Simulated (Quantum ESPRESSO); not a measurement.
Two runs for the Sb K edge of atom 1 in Sb (Antimony, Pm-3m). Run A: Quantum ESPRESSO XSpectra, PBEsol, excited-electron core hole (neutral cell), 4-atom cell with 5.5 Å between holes, 5×5×5 k points, dipole transitions, Lorentzian half width 0.4 eV. Run B differs in one choice.

Energy from the energy zero of the input (xe0, at the border of filled and empty states); intensity scaled to a mean of 1 over the first 20 eV:

| E (eV) | A | B |
| --- | --- | --- |
| -2.0 | 0.08 | 0.10 |
| -1.5 | 0.10 | 0.14 |
| -1.0 | 0.14 | 0.21 |
| -0.5 | 0.24 | 0.39 |
| 0.0 | 0.42 | 0.90 |
| 0.5 | 0.58 | 1.28 |
| 1.0 | 1.10 | 1.54 |
| 1.5 | 1.86 | 2.03 |
| 2.0 | 2.59 | 2.16 |
| 2.5 | 2.73 | 2.45 |
| 3.0 | 2.12 | 2.63 |
| 3.5 | 2.41 | 2.16 |
| 4.0 | 1.73 | 1.83 |
| 4.5 | 1.16 | 1.32 |
| 5.0 | 0.93 | 0.81 |
| 5.5 | 0.77 | 0.46 |
| 6.0 | 0.58 | 0.38 |
| 6.5 | 0.53 | 0.52 |
| 7.0 | 0.44 | 0.43 |
| 7.5 | 0.40 | 0.41 |
| 8.0 | 0.60 | 0.53 |
| 8.5 | 0.77 | 0.70 |
| 9.0 | 0.88 | 0.76 |
| 9.5 | 0.87 | 0.76 |
| 10.0 | 0.75 | 0.70 |
| 10.5 | 0.62 | 0.63 |
| 11.0 | 0.67 | 0.82 |
| 11.5 | 0.98 | 0.81 |
| 12.0 | 0.79 | 0.64 |
| 12.5 | 0.62 | 0.70 |
| 13.0 | 0.81 | 0.71 |
| 13.5 | 0.92 | 0.85 |
| 14.0 | 0.71 | 0.91 |
| 14.5 | 0.65 | 0.72 |
| 15.0 | 0.58 | 0.61 |
| 15.5 | 0.73 | 0.78 |
| 16.0 | 1.04 | 0.79 |
| 16.5 | 0.96 | 0.80 |
| 17.0 | 0.88 | 0.84 |
| 17.5 | 0.87 | 0.92 |
| 18.0 | 0.80 | 0.90 |
| 18.5 | 0.85 | 0.93 |
| 19.0 | 0.85 | 0.99 |
| 19.5 | 1.03 | 0.80 |
| 20.0 | 1.13 | 0.95 |
| 20.5 | 1.16 | 0.99 |
| 21.0 | 1.17 | 1.03 |
| 21.5 | 1.11 | 1.06 |
| 22.0 | 0.96 | 1.16 |
| 22.5 | 0.93 | 1.03 |
| 23.0 | 1.11 | 0.85 |
| 23.5 | 1.07 | 0.93 |
| 24.0 | 1.09 | 0.96 |
| 24.5 | 0.91 | 0.90 |
| 25.0 | 0.87 | 0.77 |
| 25.5 | 0.95 | 0.77 |
| 26.0 | 0.73 | 0.85 |
| 26.5 | 0.63 | 0.78 |
| 27.0 | 0.55 | 0.77 |
| 27.5 | 0.72 | 0.66 |
| 28.0 | 0.89 | 0.62 |
| 28.5 | 0.85 | 0.71 |
| 29.0 | 0.74 | 0.72 |
| 29.5 | 0.73 | 0.70 |
| 30.0 | 0.89 | 0.71 |
| 30.5 | 0.71 | 0.63 |
| 31.0 | 0.61 | 0.75 |
| 31.5 | 0.64 | 0.76 |
| 32.0 | 0.72 | 0.68 |

This is not the structure that Sb takes at ambient pressure and room temperature (space group No. 166); it is a model or a phase of other conditions.

Question: What was changed?
a) the broadening
b) the plane-wave cutoff
c) the volume of the cell
d) the size of the supercell

(d): run B changes the supercell atoms from 4 to 2, and the k mesh follows the cell. The scaled spectrum changes by 19 % r.m.s. The highest intensity below 24 eV goes from 2.3 eV (2.89) to 3.1 eV (2.64). Other settings could leave a like mark; this is the one that was changed.

[Hosts, paths, dates, database ids (printed as entryN), source tags and the programs' standing remarks are cut or masked in the printed files.]

[Lists of maxima count a maximum above −3 eV only where it reaches 4 % of the highest in the window and stands out from its surroundings by 2 % of it (1.5 % where it reaches 55 %); shoulders and weaker maxima are passed over, and of the rest the first, up to two pre-edge ones and the few strongest are named.]
